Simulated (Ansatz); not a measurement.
# Zn5Cd3S8 (Cd on 38 % of the Zn sites, one arrangement): which shell does photoemission see at 100 and 1486.7 eV? (LDA, PAW set soft_1)

The valence band of Zn5Cd3S8 (Cd on 38 % of the Zn sites, one arrangement) mixes several shells. Work out by hand which one leads the spectrum's area at each photon energy.

Filled states come from the projected DOS of Ansatz 0.2.0 (LDA, plane waves); cross sections σ and asymmetry parameters β are those of free atoms in a Dirac–Hartree–Slater calculation. A shell's area is states × σ × angular factor, which is 1 − β·P₂(cos θ)/2 for unpolarised light, with θ = 45° from the beam and P₂ = 0.250.

**At 100 eV** (states counted from 14.6 eV below the zero; other shells add 0.12 to the products' sum of 43.9):

| shell | filled states a cell | cross section (Mb an electron) | β | angular factor | product | share by hand (%) | share in the simulated spectrum (%) |
| --- | --- | --- | --- | --- | --- | --- | --- |
| Cd 4d | 29.92 | 0.0864 | 2.00 | 0.75 | 1.94 | 4 | 4 |
| Zn 3d | 49.90 | 0.781 | 0.57 | 0.93 | 36.2 | 82 | 82 |
| S 3s | 14.87 | 0.117 | 2.00 | 0.75 | 1.3 | 3 | 3 |
| S 3p | 41.48 | 0.128 | 1.47 | 0.82 | 4.33 | 10 | 10 |

**At 1486.7 eV** (states counted from 14.6 eV below the zero; other shells add 0.0019 to the products' sum of 0.135):

| shell | filled states a cell | cross section (Mb an electron) | β | angular factor | product | share by hand (%) | share in the simulated spectrum (%) |
| --- | --- | --- | --- | --- | --- | --- | --- |
| Cd 4d | 29.92 | 0.00257 | 1.29 | 0.84 | 0.0644 | 48 | 48 |
| Zn 3d | 49.90 | 0.0011 | 1.00 | 0.88 | 0.0481 | 36 | 36 |
| S 3s | 14.87 | 0.000984 | 2.00 | 0.75 | 0.011 | 8 | 8 |
| S 3p | 41.48 | 0.000255 | 1.12 | 0.86 | 0.0091 | 7 | 7 |

Zn 3d leads at 100 eV and Cd 4d at 1486.7 eV. Between the two energies σ of Zn 3d changes by a factor 0.0014 and that of Cd 4d by 0.030, so their ratio moves 21-fold in favour of the second. The simulated spectrum uses the same rule on the energy-resolved DOS, so the two share columns agree within a few points.

Only crystals where the two columns agree within 4 points and the lead is clear are worked in this form. Free-atom cross sections ignore the solid's final states, no escape depth or background enters, and the count of states a shell hangs on the projection.
